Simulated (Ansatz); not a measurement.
# Diamond (Fd-3m, 2 atoms a cell): the G0W0 gap against the k mesh, part 2 of 2

Aim: the G0W0 gap of Diamond (Fd-3m, 2 atoms a cell) on a series of meshes, at fixed bands and cutoff.

Ansatz 0.2.0; G0W0 on PBE, plane waves, PAW; PAW set soft_1. Known limits of the many-body steps: not at the basis limit; coarse k mesh.

So far. Step 4 (The 8×8×8 mesh): Against the run with 6×6×6 mesh, 25 empty bands, screening to 100 eV, PAW set soft_1 files, the gap moves by −0.06 eV. A band edge is found at another k point on this mesh.

## (5) The 10×10×10 mesh

File input.yaml:

```yaml
crystal:
  lattice:
    - [0.0, 1.78337, 1.78337]
    - [1.78337, 0.0, 1.78337]
    - [1.78337, 1.78337, 0.0]
  atoms:
    - { symbol: C, position: [0.0, 0.0, 0.0] }
    - { symbol: C, position: [0.25, 0.25, 0.25] }
kpoints:
  mp_grid: { grid: [10, 10, 10] }
hamiltonian:
  xc: pbe
  pseudopotentials: { kind: paw, azcp: { folder: soft_1 } }
scf:
  occupations: { method: fixed }
gw:
  n_empty_bands: 25
  ecut_chi: 100
  qp_bands: [v2, c2]
  qp_kpoints: band_edges
  screening: { model: contour_deformation }
```

Launch:

```bash
$ ansatz run input.yaml --threads 3 --pin off --max-ram 92160MiB --backend cuda --events-out ev --progress --plain --runs-dir out --devices 1 --max-vram 13GiB
```

Numbers of over 12 decimals in the logs are rounded to 6 here.

What it wrote:

```text
GPUs: using 1 of 1 available (devices: 1).
[...]
GPU FFT provider: cuFFT
GPU libraries: cuBLAS 13.8.2, cuFFT 12.4.0, cuSOLVER 12.3.4
Crystal: 2 atoms, lattice volume = 11.344 Å³
Basis set: ecut = 420 eV, 229 PW (Γ)
Bands: 8, of which v1, the nominal top of the filled ones, is band 4 counted from 1 (3 counted from 0)
Symmetry: 48 space group operations
[...]
k-points: 47 of 1000
[...]
1     6     19.5249   -10.2557    -4.8583   -16.5453  0.8294    20.9658    20.9562  root
[...]
46     3      5.2178   -20.8005     4.3770   -15.5774  0.7920     4.3650     4.3718  root
    46     4      5.2178   -20.8005     4.3770   -15.5774  0.7920     4.3650     4.3718  root
    46     5     22.7203    -8.3967    -5.7081   -15.3368  0.8239    23.9626    23.9523  root
    46     6     22.7203    -8.3967    -5.7081   -15.3368  0.8239    23.9626    23.9523  root
[key lines of the parts left out:]
SCF converged after 5 iterations
Free energy (F): -501.614362 eV
Fermi energy:    13.347118 eV
```

Run time: 26 s. Hardware: 1 × NVIDIA H100 80GB HBM3 (shared by 6 runs) with 3 threads of AMD EPYC 7R13 (Zen 3), shared host; peak memory 0.96 GiB.

This step gave:

```
bands summed                                 : 29
RPA ε∞ on this mesh (eigenvalues)            : 5.724, 5.724, 5.724
plane waves in the screening matrix          : 27
G0W0 gap on the mesh                         : 5.275 eV
k of the valence top                         : 0, 0, 0
k of the conduction bottom                   : 0, 0.4, 0.4
starting gap on the mesh                     : 4.179 eV
least direct G0W0 gap on the computed points : 7.179 eV
```

Against the run with 8×8×8 mesh, 25 empty bands, screening to 100 eV, PAW set soft_1 files, the gap moves by +0.013 eV, while the start moved by +0.04 eV.

## (6) The 12×12×12 mesh

input.yaml: that of step 5 with these lines changed.

```diff
@@ -9,3 +9,3 @@
 kpoints:
-  mp_grid: { grid: [10, 10, 10] }
+  mp_grid: { grid: [12, 12, 12] }
 hamiltonian:
```

What it wrote:

```text
GPUs: using 1 of 1 available (devices: 1).
[...]
GPU FFT provider: cuFFT
GPU libraries: cuBLAS 13.8.2, cuFFT 12.4.0, cuSOLVER 12.3.4
Crystal: 2 atoms, lattice volume = 11.344 Å³
Basis set: ecut = 420 eV, 229 PW (Γ)
Bands: 8, of which v1, the nominal top of the filled ones, is band 4 counted from 1 (3 counted from 0)
Symmetry: 48 space group operations
[...]
k-points: 72 of 1728
[...]
1     6     19.3615   -10.2852    -4.8021   -16.5072  0.8302    20.7907    20.7815  root
[...]
71     3      5.0184   -20.7237     4.4190   -15.4498  0.7903     4.1565     4.1634  root
    71     4      5.0184   -20.7237     4.4190   -15.4498  0.7903     4.1565     4.1634  root
    71     5     23.9673    -7.7293    -5.9095   -14.8955  0.8204    25.2363    25.2239  root
    71     6     23.9673    -7.7293    -5.9095   -14.8955  0.8204    25.2363    25.2239  root
[key lines of the parts left out:]
SCF converged after 5 iterations
Free energy (F): -501.614535 eV
Fermi energy:    13.347105 eV
```

Wall time 43 s (1 × NVIDIA H100 80GB HBM3 (shared by 6 runs) with 3 threads); peak memory 0.97 GiB; 65 s of CPU time.

Numbers from this step:

```yaml
bands_summed: 29
rpa_eps_infinity_on_this_mesh_eigenvalues: 5.716, 5.716, 5.716
plane_waves_in_the_screening_matrix: 27
g0w0_gap_on_the_mesh: 5.308 eV
k_of_the_valence_top: 0, 0, 0
k_of_the_conduction_bottom: 0, 0.4167, 0.4167
starting_gap_on_the_mesh: 4.160 eV
least_direct_g0w0_gap_on_the_computed_points: 7.175 eV
```

Against the run with 10×10×10 mesh, 25 empty bands, screening to 100 eV, PAW set soft_1 files, the gap moves by +0.03 eV.

## (7) The 14×14×14 mesh

input.yaml: that of step 6 with these lines changed.

```diff
@@ -9,3 +9,3 @@
 kpoints:
-  mp_grid: { grid: [12, 12, 12] }
+  mp_grid: { grid: [14, 14, 14] }
 hamiltonian:
```

What it wrote:

```text
GPUs: using 1 of 1 available (devices: 1).
[...]
GPU FFT provider: cuFFT
GPU libraries: cuBLAS 13.8.2, cuFFT 12.4.0, cuSOLVER 12.3.4
Crystal: 2 atoms, lattice volume = 11.344 Å³
Basis set: ecut = 420 eV, 229 PW (Γ)
Bands: 8, of which v1, the nominal top of the filled ones, is band 4 counted from 1 (3 counted from 0)
Symmetry: 48 space group operations
[...]
k-points: 104 of 2744
[...]
1     6     19.2569   -10.2999    -4.7683   -16.4803  0.8306    20.6780    20.6690  root
[...]
103     3      5.1226   -20.7652     4.3966   -15.5179  0.7913     4.2652     4.2720  root
   103     4      5.1226   -20.7652     4.3966   -15.5179  0.7913     4.2652     4.2720  root
   103     5     23.2006    -8.2376    -5.8092   -15.3020  0.8218    24.4673    24.4557  root
   103     6     23.2006    -8.2376    -5.8092   -15.3020  0.8218    24.4673    24.4557  root
[key lines of the parts left out:]
SCF converged after 5 iterations
Free energy (F): -501.614470 eV
Fermi energy:    13.347089 eV
```

Wall time 3.2 min (1 × NVIDIA H100 80GB HBM3 (shared by 6 runs) with 3 threads); peak memory 0.99 GiB.

Numbers from this step:

```yaml
bands_summed: 29
rpa_eps_infinity_on_this_mesh_eigenvalues: 5.714, 5.714, 5.714
plane_waves_in_the_screening_matrix: 27
g0w0_gap_on_the_mesh: 5.268 eV
k_of_the_valence_top: 0, 0, 0
k_of_the_conduction_bottom: 0, 0.3571, 0.3571
starting_gap_on_the_mesh: 4.137 eV
least_direct_g0w0_gap_on_the_computed_points: 7.174 eV
```

Against the run with 12×12×12 mesh, 25 empty bands, screening to 100 eV, PAW set soft_1 files, the gap moves by −0.04 eV, while the start moved by −0.02 eV. A band edge is found at another k point on this mesh.

## (8) The meshes together

Times are wall times on 1 × NVIDIA H100 80GB HBM3 (shared by 6 runs) with 3 threads of AMD EPYC 7R13 (Zen 3), shared host, good to a factor of about two.

```tsv
mesh	points	irreducible	start (eV)	G0W0 (eV)	shift (eV)	RPA ε∞ (mean)	time
4×4×4	64	8	4.437	5.657	+1.220	7.24	6.3 s
6×6×6	216	16	4.159	5.319	+1.160	6.01	8.2 s
8×8×8	512	29	4.141	5.262	+1.122	5.77	13 s
10×10×10	1000	47	4.179	5.275	+1.097	5.72	26 s
12×12×12	1728	72	4.160	5.308	+1.147	5.72	43 s
14×14×14	2744	104	4.137	5.268	+1.131	5.71	3.2 min
```

## (9) What came out

| Property | Result |
| --- | --- |
| 4×4×4 | 5.657 eV (shift +1.220) |
| 6×6×6 | 5.319 eV (shift +1.160) |
| 8×8×8 | 5.262 eV (shift +1.122) |
| 10×10×10 | 5.275 eV (shift +1.097) |
| 12×12×12 | 5.308 eV (shift +1.147) |
| 14×14×14 | 5.268 eV (shift +1.131) |
| settings | PBE start, 25 empty bands, 100 eV |

What this shows: The shift is +1.22 eV on 4×4×4 and +1.13 eV on 14×14×14. On 14×14×14 the edges lie at Γ and (0.000, 0.357, 0.357), on 12×12×12 at Γ and (0.000, 0.417, 0.417), so these two shifts belong to different pairs of states. The RPA ε∞ (mean) ranges from 5.71 to 7.24 and ends at 5.71; the coarsest mesh overstates it. The starting gap changes too, by 0.30 eV, since the meshes hold different points and converge the density differently. From 64 to 2744 points the time grows 30-fold. Bands and cutoff are modest here, so the values stand off the basis limit.

[Paths, hosts, dates, memory and timing lines, banners, echoed tables and standing remarks are left out of the program output.]

[Logs are printed without paths, hosts, clocks, repeated set-up lines and the standing remarks that a program may print on its own settings, such as how far it seeks lower states.]

[Runs of the session that timed out or met a known fault of the program may be left out.]

[Cells called generated may have been cut or substituted from an entry of the Crystallography Open Database or the Materials Project.]

[Hosts, paths, dates, database ids (printed as entryN), source tags and the programs' standing remarks are cut or masked in the printed files.]
